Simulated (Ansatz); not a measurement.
## InH (model cell, started as zinc blende): relaxing the cell for a phonon run

Task: relax InH (model cell, started as zinc blende) tightly.

Program: Ansatz 0.2.0. Level of theory: DFT PBEsol, scalar-relativistic, plane waves, PAW. Results are calculated unless marked as measured.

The structure was built from a prototype and need not be the compound's stable phase.

## Step 1: The starting structure

Symmetry: F-43m, No. 216, cubic system. Conventional cell: a = 5.861 Å, b = 5.861 Å, c = 5.861 Å, α = 90.00°, β = 90.00°, γ = 90.00°. Nearest to In lie 4 H at 2.54 Å. Nearest to H lie 4 In at 2.54 Å. Farther neighbours are not listed.

## Step 2: Probe on a coarse mesh

First a cheap look: the gap decides the mesh and the occupations, the pressure tells how far the cell has to move.

Input file input.yaml:

```yaml
crystal:
  lattice:
    - [0.0, 2.93063, 2.93063]
    - [2.93063, 0.0, 2.93063]
    - [2.93063, 2.93063, 0.0]
  atoms:
    - { symbol: In, position: [0.0, 0.0, 0.0] }
    - { symbol: H, position: [0.25, 0.25, 0.25] }
kpoints:
  mp_grid: { grid: [6, 6, 6] }
hamiltonian:
  xc: pbesol
scf:
  occupations: { method: gaussian, width: 0.1 }
output:
  forces: true
  stress: true
  eigenvalues: true
```

Launch:

```bash
> ansatz run input.yaml --threads 4 --pin off --max-ram 7168MiB --backend cpu --events-out ev --progress --plain --runs-dir out
```

Numbers of over 12 decimals in the logs are rounded to 6 here.

Output:

```text
Engine: ansatz 0.2.0, aarch64-unknown-linux-gnu
Pseudopotentials: kind: paw
Pseudopotential: In, paw, valence charge 13, recommended cutoff 420 eV (normal), In.paw.azcp
Pseudopotential: H, paw, valence charge 1, recommended cutoff 420 eV (normal), H.paw.azcp
Functional definition: PBEsol
  exchange = pbesol_x
  correlation = pbesol_c
Crystal: 2 atoms, lattice volume = 50.340 Å³
[...]
--- Band table (eV; the first three rows and the last of 16) ---
  k-point 0: bands = [... 3 lower, -10.4950, -10.4950, -3.5464, 5.9008, 9.3479, 9.3479, 9.3479, 12.6823]
  k-point 1: bands = [... 3 lower, -10.4935, -10.4935, -3.2051, 5.0188, 7.7273, 8.9510, 8.9510, 13.0518]
  k-point 2: bands = [... 3 lower, -10.4790, -10.4790, -2.2289, 2.6548, 6.9170, 8.4156, 8.4157, 12.7124]
  k-point 15: bands = [... 3 lower, -10.4805, -10.4627, 0.4684, 0.5032, 4.3799, 5.2373, 9.0350, 10.9097]
[key lines of the parts left out:]
SCF converged after 6 iterations
Free energy (F): -5539.749547 eV
Fermi energy:    4.093057 eV
P = ⅓ Tr σ = -4.7479 GPa (-47.479 kbar)
```

Wall time 0.86 s (4 threads of Arm Neoverse N1, shared host); peak memory 0.35 GiB; 2 s of CPU time.

This step gave:

```yaml
pressure: -4.748 GPa
volume_per_atom: 25.17 Å³
gap_on_the_k_mesh: 0 eV
```

The coarse mesh shows no gap and a pressure of -4.7 GPa.

## Step 3: Relaxation

Harmonic phonons are second derivatives at a point where the forces vanish, and they are wanted at zero stress, so atoms and cell are relaxed first.

input.yaml, as its differences from that of step 2:

```diff
@@ -9,3 +9,3 @@
 kpoints:
-  mp_grid: { grid: [6, 6, 6] }
+  mp_grid: { grid: [12, 12, 12] }
 hamiltonian:
@@ -18 +18,6 @@
   eigenvalues: true
+relax:
+  adjacent_minimum: "off"
+  f_tol: 0.005
+  max_steps: 80
+  cell: { stress_tol: 0.05 }
```

Output:

```text
[...]
Crystal: 2 atoms, lattice volume = 50.340 Å³
Basis set: ecut = 420 eV, 941 PW (Γ), exchange–correlation on 60×60×60 points (8 copies of the dense FFT grid, shifted against one another)
Bands: 11, of which v1, the nominal top of the filled ones, is band 7 counted from 1 (6 counted from 0)
Symmetry: 24 space group operations
[...]
k-points: 72 of 1728 (time reversal used)
[...]
SCF iter   1: F=—  HF=-5539.744397 eV  |F-HF|=—  |Δ(HF+E_count)|=         —  Δρ=5.98e-3  dr2=1.92e-2  ethr=1.77e-3  ⟨swp⟩=5.3  Hψ=4686  notcnv=0
[...]
SCF iter   6: F=-5539.737108 eV  HF=-5539.737108 eV  |F-HF|=2.39e-9  |Δ(HF+E_count)|=   9.05e-8  Δρ=1.96e-6  dr2=2.36e-9  ethr=7.14e-10  ⟨swp⟩=7.0  Hψ=4134  notcnv=0
SCF 1 converged in 6 iterations: F = -5539.737108 eV  dr2 = 2.36e-9
[...]
relax step   1: F+E_penalty+E_count = -5539.73710784 eV  Δ(F+E_penalty+E_count) = +0.000e0 eV  max|allowed force component| = 3.121e-16 eV/Å  Δτ_max = 0.0000 Å  P = -5.142 GPa  Ω = 50.340 Å³  (6 SCF iters, dr2 threshold 1.00e-7 eV, accepted)
Crystal: 2 atoms, lattice volume = 43.331 Å³
Basis set: ecut = 420 eV, 869 PW (Γ), exchange–correlation on 60×60×60 points (8 copies of the dense FFT grid, shifted against one another)
[...]
iter 1 solved again at ethr=2.86e-5 eV; its pass at ethr=3.10e-3 eV (dr2=4.01e-3 eV) is discarded
[...]
SCF iter   6: F=-5539.961299 eV  HF=-5539.961299 eV  |F-HF|=3.90e-9  |Δ(HF+E_count)|=   2.64e-7  Δρ=8.15e-6  dr2=4.74e-8  ethr=1.43e-9  ⟨swp⟩=5.6  Hψ=3758  notcnv=0
SCF 2 converged in 6 iterations: F = -5539.961299 eV  dr2 = 4.74e-8
relax step   2: F+E_penalty+E_count = -5539.96129904 eV  Δ(F+E_penalty+E_count) = -2.242e-1 eV  max|allowed force component| = 2.937e-16 eV/Å  Δτ_max = 0.0000 Å  P = -4.954 GPa  Ω = 43.331 Å³  energy of the carried Pulay correction = +2.181e-3 eV  (6 SCF iters, dr2 threshold 2.00e-7 eV, accepted)
Crystal: 2 atoms, lattice volume = 37.005 Å³
Basis set: ecut = 420 eV, 725 PW (Γ), exchange–correlation on 60×60×60 points (8 copies of the dense FFT grid, shifted against one another)
[...]
SCF iter   5: F=-5540.133809 eV  HF=-5540.133809 eV  |F-HF|=7.41e-9  |Δ(HF+E_count)|=   4.84e-8  Δρ=9.10e-6  dr2=3.03e-8  ethr=1.43e-9  ⟨swp⟩=6.9  Hψ=4384  notcnv=0
SCF 3 converged in 5 iterations: F = -5540.133809 eV  dr2 = 3.03e-8
relax step   3: F+E_penalty+E_count = -5540.13380858 eV  Δ(F+E_penalty+E_count) = -1.725e-1 eV  max|allowed force component| = 2.030e-16 eV/Å  Δτ_max = 0.0000 Å  P = -3.171 GPa  Ω = 37.005 Å³  energy of the carried Pulay correction = +4.451e-3 eV  (5 SCF iters, dr2 threshold 2.00e-7 eV, accepted)
[...]
relax step   4: F+E_penalty+E_count = -5540.17191686 eV  Δ(F+E_penalty+E_count) = -3.811e-2 eV  max|allowed force component| = 1.660e-16 eV/Å  Δτ_max = 0.0000 Å  P = +2.034 GPa  Ω = 31.326 Å³  energy of the carried Pulay correction = +6.788e-3 eV  (5 SCF iters, dr2 threshold 2.00e-7 eV, accepted)
[...]
relax step   5: F+E_penalty+E_count = -5540.18060963 eV  Δ(F+E_penalty+E_count) = -8.693e-3 eV  max|allowed force component| = 1.289e-16 eV/Å  Δτ_max = 0.0000 Å  P = -0.036 GPa  Ω = 32.918 Å³  energy of the carried Pulay correction = +6.101e-3 eV  (5 SCF iters, dr2 threshold 2.00e-7 eV, accepted)
[...]
relax step   6: F+E_penalty+E_count = -5540.17823338 eV  Δ(F+E_penalty+E_count) = +2.376e-3 eV  max|allowed force component| = 1.477e-16 eV/Å  Δτ_max = 0.0000 Å  P = -0.086 GPa  Ω = 32.918 Å³  stress off target by 8.62e-2 GPa  SCF on the basis re-selected at this cell (its energy is not comparable with the rows above)  (5 SCF iters)
[...]
relax step   7: F+E_penalty+E_count = -5540.17829065 eV  Δ(F+E_penalty+E_count) = -5.727e-5 eV  max|allowed force component| = 1.659e-16 eV/Å  Δτ_max = 0.0000 Å  P = -0.004 GPa  Ω = 32.844 Å³  energy of the carried Pulay correction = +3.628e-5 eV  (4 SCF iters, dr2 threshold 1.86e-8 eV, accepted)
[...]
SCF iter   1: F=—  HF=-5540.178251 eV  |F-HF|=—  |Δ(HF+E_count)|=         —  Δρ=5.38e-6  dr2=1.79e-9  ethr=1.39e-7  ⟨swp⟩=2.8  Hψ=6500  notcnv=0
eigensolver tolerance schedule: the retry pair's looser diagonalisation over-reported the residual by 10851.43 of it (diagonalisation noise at 0.95 of the residual, at the tolerance the schedule requests for it); recorded, not acted on — ethr = c·dr2/N_el stays at c = 1.0e-1
[...]
SCF iter   2: F=—  HF=-5540.178253 eV  |F-HF|=—  |Δ(HF+E_count)|=   1.52e-6  Δρ=2.93e-6  dr2=5.81e-10  ethr=1.28e-11  ⟨swp⟩=3.1  Hψ=1699  notcnv=0
[...]
SCF iter   5: F=-5540.178253 eV  HF=-5540.178253 eV  |F-HF|=2.73e-12  |Δ(HF+E_count)|=  3.27e-11  Δρ=9.62e-8  dr2=1.62e-12  ethr=1.00e-12  ⟨swp⟩=4.5  Hψ=3478  notcnv=0
SCF 8 converged in 5 iterations: F = -5540.178253 eV  dr2 = 1.62e-12
relax step   8: F+E_penalty+E_count = -5540.17825268 eV  Δ(F+E_penalty+E_count) = +3.797e-5 eV  max|allowed force component| = 1.660e-16 eV/Å  Δτ_max = 0.0000 Å  P = -0.004 GPa  Ω = 32.844 Å³  stress off target by 4.21e-3 GPa  SCF on the basis re-selected at this cell (its energy is not comparable with the rows above)  (5 SCF iters)
[...]
SCF converged after 5 iterations
Free energy (F): -5540.178253 eV
[...]
Internal energy: -5540.173315 eV  (E = F + TS)
E sigma→0 (E₀):  -5540.175784 eV
Entropy (-TS):   -0.004938 eV (-2.469 meV/atom)
Fermi energy:    8.126102 eV
[...]
--- Stress (GPa, compression-positive) ---
       -0.004207       0.000000       0.000000
        0.000000      -0.004207      -0.000000
        0.000000      -0.000000      -0.004207
  P = ⅓ Tr σ = -0.0042 GPa (-0.042 kbar)
--- Band table (eV; the first three rows and the last of 72) ---
  k-point 0: bands = [... 3 lower, -6.4099, -6.4099, -2.0226, 10.9981, 16.1230, 16.1230, 16.1230, 18.8367]
  k-point 1: bands = [... 3 lower, -6.4104, -6.4104, -1.8996, 10.7914, 14.8528, 15.8517, 15.8517, 19.2288]
  k-point 2: bands = [... 3 lower, -6.4074, -6.4074, -1.5301, 9.9493, 13.3851, 15.3244, 15.3244, 19.8360]
  k-point 71: bands = [... 3 lower, -6.3789, -6.3100, 3.2780, 5.2083, 7.5889, 8.7532, 16.1811, 18.9257]
--- Relaxed structure (6 steps of the walk, 6 accepted, 2 SCFs on fresh bases) ---
  F+E_penalty+E_count = -5540.17825268 eV   max|allowed force component| = 1.660e-16 eV/Å   (the final SCF, on the basis selected at the relaxed cell)
  cell:  # Å, volume = 32.8441 Å³
    - [0, 2.541806, 2.541806]
    - [2.541806, 0, 2.541806]
    - [2.541806, 2.541806, 0]
  atoms:
    - { symbol: In, position: [0, 0, 0] }
    - { symbol: H, position: [0.25, 0.25, 0.25] }
```

Run time: 16 s. Hardware: 4 threads; peak memory 0.45 GiB; 54 s of CPU time.

Step by step:

```csv
step,energy less that of the first step (eV),largest force component (eV/Å),pressure (GPa),volume (Å³)
1,0.0000,0.0000,-5.14,50.34
2,-0.2242,0.0000,-4.95,43.33
3,-0.3967,0.0000,-3.17,37.00
4,-0.4348,0.0000,2.03,31.33
5,-0.4435,0.0000,-0.04,32.92
6*,-0.4411,0.0000,-0.09,32.92
7,-0.4412,0.0000,0.00,32.84
8*,-0.4411,0.0000,0.00,32.84
```

Relaxation steps marked * repeat the geometry before them on a plane-wave basis chosen anew for their cell, so energy and pressure can jump there.

The run keeps the 24 symmetry operations that it works with, so distortions that break them were not tested.

```
     cell as run  before  after   change
           a (Å)   4.145  3.595  -13.3 %
           b (Å)   4.145  3.595  -13.3 %
           c (Å)   4.145  3.595  -13.3 %
volume (Å³/atom)   25.17  16.42  -34.8 %
```

The relaxed structure:

```
In H
1.0
     0.00000    2.54181    2.54181
     2.54181    0.00000    2.54181
     2.54181    2.54181    0.00000
In H
1 1
Direct
  0.00000 0.00000 0.00000
  0.25000 0.25000 0.25000
```

Numbers from this step:

```yaml
pressure: -0.004207 GPa
volume_per_atom: 16.42 Å³
```

In this step the volume went from 25.17 to 16.42 Å³/atom.

## Step 4: Bringing the structure to rest

The relaxation is repeated from its end on the same settings, as a check that it has come to rest.

input.yaml, the sections that differ from step 3:

```yaml
crystal:
  lattice:
    - [0.0, 2.5418058941, 2.5418058941]
    - [2.5418058941, 0.0, 2.5418058941]
    - [2.5418058941, 2.5418058941, 0.0]
  atoms:
    - { symbol: In, position: [0.0, 0.0, 0.0] }
    - { symbol: H, position: [0.25, 0.25, 0.25] }
output:
  forces: true
  stress: true
  eigenvalues: true
  write_density: true
  write_potential: true
  elf: true
  volumetric_format: npy
# kpoints, hamiltonian, scf, relax: as in step 3
```

Output:

```text
[...]
Crystal: 2 atoms, lattice volume = 32.844 Å³
Basis set: ecut = 420 eV, 645 PW (Γ), exchange–correlation on 50×50×50 points (8 copies of the dense FFT grid, shifted against one another)
Bands: 11, of which v1, the nominal top of the filled ones, is band 7 counted from 1 (6 counted from 0)
Symmetry: 24 space group operations
[...]
k-points: 72 of 1728 (time reversal used)
[...]
k-point 71: bands = [... 3 lower, -6.3789, -6.3100, 3.2780, 5.2083, 7.5889, 8.7532, 16.1811, 18.9257]
--- Relaxed structure (1 steps of the walk, 1 accepted, 1 SCFs on fresh bases) ---
[...]
cell:  # Å, volume = 32.8441 Å³
    - [0.0, 2.5418058941, 2.5418058941]
    - [2.5418058941, 0.0, 2.5418058941]
    - [2.5418058941, 2.5418058941, 0.0]
  atoms:
    - { symbol: In, position: [0.0, 0.0, 0.0] }
    - { symbol: H, position: [0.250000, 0.250000, 0.250000] }
[key lines of the parts left out:]
SCF converged after 4 iterations
Free energy (F): -5540.178253 eV
Fermi energy:    8.126102 eV
P = ⅓ Tr σ = -0.0042 GPa (-0.042 kbar)
```

Wall time 3.8 s (4 threads); peak memory 0.4 GiB.

Little changed from the start: no atom moved by 0.005 Å and no cell edge by 0.1 %.

Numbers from this step:

- pressure: -0.004204 GPa

Valence density in the ac plane of the cell as run, not the conventional one, at fractional y = 0.000, with atoms of In within 0.2 Å of it. It is the smooth field of the valence electrons, not physical close to the nuclei.

Ten even steps from '_' (0 e/Å³) to '@' (12 e/Å³), each cell a mean:
```
%%##==..________________::++
==++--..__________________::
..::::..____________________
____________________________
____________________________
____________________________
____________________________
____________________________
____________________________
____________________________
..____________________......
--..__________________::--==
##==..________________::++##
@@##--..______________..==%%
```
Columns run along a (3.6 Å), rows up along c (3.6 Å). Atoms in or near the plane, at fractional coordinates: In at (0.00, 0.00).

ELF in the ac plane of the cell as run, not the conventional one, at fractional y = 0.000, with atoms of In within 0.2 Å of it. It is the smooth field of the valence electrons, not physical close to the nuclei.

Values, 14 rows by 14 columns, each cell a mean:
```
0.00 0.01 0.06 0.23 0.28 0.25 0.24 0.20 0.21 0.24 0.25 0.28 0.18 0.05
0.07 0.05 0.09 0.23 0.29 0.26 0.25 0.21 0.19 0.22 0.25 0.27 0.28 0.18
0.23 0.18 0.20 0.27 0.29 0.26 0.26 0.22 0.18 0.19 0.24 0.26 0.27 0.28
0.27 0.28 0.28 0.28 0.26 0.25 0.26 0.23 0.18 0.17 0.20 0.24 0.25 0.25
0.24 0.24 0.24 0.24 0.23 0.24 0.24 0.21 0.18 0.17 0.17 0.19 0.22 0.24
0.24 0.25 0.26 0.26 0.26 0.26 0.24 0.20 0.18 0.18 0.18 0.18 0.19 0.21
0.23 0.28 0.33 0.37 0.36 0.32 0.26 0.21 0.20 0.21 0.23 0.22 0.21 0.20
0.24 0.29 0.40 0.53 0.57 0.51 0.38 0.26 0.24 0.24 0.26 0.26 0.25 0.24
0.24 0.27 0.37 0.55 0.68 0.65 0.51 0.32 0.26 0.24 0.25 0.26 0.26 0.25
0.25 0.24 0.29 0.44 0.62 0.68 0.57 0.36 0.26 0.23 0.26 0.29 0.29 0.28
0.27 0.26 0.24 0.30 0.44 0.55 0.53 0.37 0.26 0.24 0.28 0.27 0.23 0.23
0.12 0.22 0.26 0.24 0.29 0.37 0.40 0.33 0.26 0.24 0.28 0.20 0.09 0.06
0.02 0.09 0.22 0.26 0.24 0.27 0.29 0.28 0.25 0.24 0.28 0.18 0.05 0.01
0.00 0.02 0.12 0.27 0.25 0.24 0.24 0.23 0.24 0.24 0.27 0.23 0.07 0.00
```
Columns run along a (3.6 Å), rows up along c (3.6 Å). Atoms in or near the plane, at fractional coordinates: In at (0.00, 0.00).

Electrostatic potential energy in the ac plane of the cell as run, not the conventional one, at fractional y = 0.000, with atoms of In within 0.2 Å of it. With pseudopotentials it is smooth inside the atoms' cores, unlike the true potential.

Ten even steps from '_' (-37 eV) to '@' (10 eV), each cell a mean:
```
______::**%%@@@@@@@@%%==..__
______::++%%@@@@@@@@@@##==..
::....--++%%@@@@@@@@@@%%##==
**++==++##%%@@@@@@@@@@@@@@%%
%%%%##%%%%@@@@@@@@@@@@@@@@@@
@@@@@@@@@@@@@@@@@@@@@@@@@@@@
@@@@@@@@@@@@@@@@@@@@@@@@@@@@
@@@@@@@@@@@@@@@@@@@@@@@@@@@@
@@@@@@@@@@@@@@@@@@@@%%%%%%%%
##%%@@@@@@@@@@@@@@%%##++++**
--**%%@@@@@@@@@@@@%%++--::::
__::++%%@@@@@@@@@@##==..____
____::**%%@@@@@@@@%%++..____
______--##@@@@@@@@%%**::____
```
Columns run along a (3.6 Å; values clipped at the 3rd and 97th percentile), rows up along c (3.6 Å). Atoms in or near the plane, at fractional coordinates: In at (0.00, 0.00).

In this step the volume went from 16.42 to 16.42 Å³/atom.

## Step 5: Relaxing to small forces for the phonons

Phonons need a cell at rest on their own settings, so the relaxation is repeated with tight tolerances on forces and stress, using the mesh and the filling of the phonon run that follows.

input.yaml, the sections that differ from step 4:

```yaml
scf:
  occupations: { method: methfessel_paxton, width: 0.15 }
output:
  forces: true
  stress: true
  eigenvalues: true
relax:
  adjacent_minimum: "off"
  f_tol: 0.001
  max_steps: 60
  cell: { stress_tol: 0.01 }
# crystal, kpoints, hamiltonian: as in step 4
```

Output:

```text
[...]
Crystal: 2 atoms, lattice volume = 32.844 Å³
Basis set: ecut = 420 eV, 645 PW (Γ), exchange–correlation on 50×50×50 points (8 copies of the dense FFT grid, shifted against one another)
Bands: 11, of which v1, the nominal top of the filled ones, is band 7 counted from 1 (6 counted from 0)
Symmetry: 24 space group operations
[...]
k-points: 72 of 1728 (time reversal used)
[...]
k-point 71: bands = [... 3 lower, -6.3787, -6.3098, 3.2781, 5.2084, 7.5889, 8.7532, 16.1811, 18.9257]
--- Relaxed structure (1 steps of the walk, 1 accepted, 1 SCFs on fresh bases) ---
[...]
cell:  # Å, volume = 32.8441 Å³
    - [0.0, 2.5418058941, 2.5418058941]
    - [2.5418058941, 0.0, 2.5418058941]
    - [2.5418058941, 2.5418058941, 0.0]
  atoms:
    - { symbol: In, position: [0.0, 0.0, 0.0] }
    - { symbol: H, position: [0.250000, 0.250000, 0.250000] }
[key lines of the parts left out:]
SCF converged after 5 iterations
Free energy (F): -5540.176165 eV
Fermi energy:    8.131006 eV
P = ⅓ Tr σ = -0.0027 GPa (-0.027 kbar)
```

Elapsed: 3.4 s, on 4 threads; peak memory 0.4 GiB.

Little changed from the start: no atom moved by 0.005 Å and no cell edge by 0.1 %.

This step gave:

* pressure: -0.002718 GPa

The forces vanish by symmetry and the pressure is -0.003 GPa, within the tolerances set. The cell now holds 16.42 Å³/atom.

## Step 6: Results

```yaml
space_group_after_relaxation_within_0p01_a: F-43m
lattice_constant_a: 5.084 Å
lattice_constant_b: 5.084 Å
lattice_constant_c: 5.084 Å
volume_per_atom: 16.4 Å³
```

In words: The forces vanish by symmetry and the pressure is -0.003 GPa, within the tolerances set. The cell now holds 16.42 Å³/atom. The relaxation keeps the symmetry of its start, so it says nothing on stability against lower symmetry. The starting cell was built on a prototype and not taken from a measurement, so the phase need not exist.

[Logs are printed without paths, hosts, clocks, repeated set-up lines and the standing remarks that a program may print on its own settings, such as how far it seeks lower states.]

[Hosts, paths, dates, database ids (printed as entryN), source tags and the programs' standing remarks are cut or masked in the printed files.]
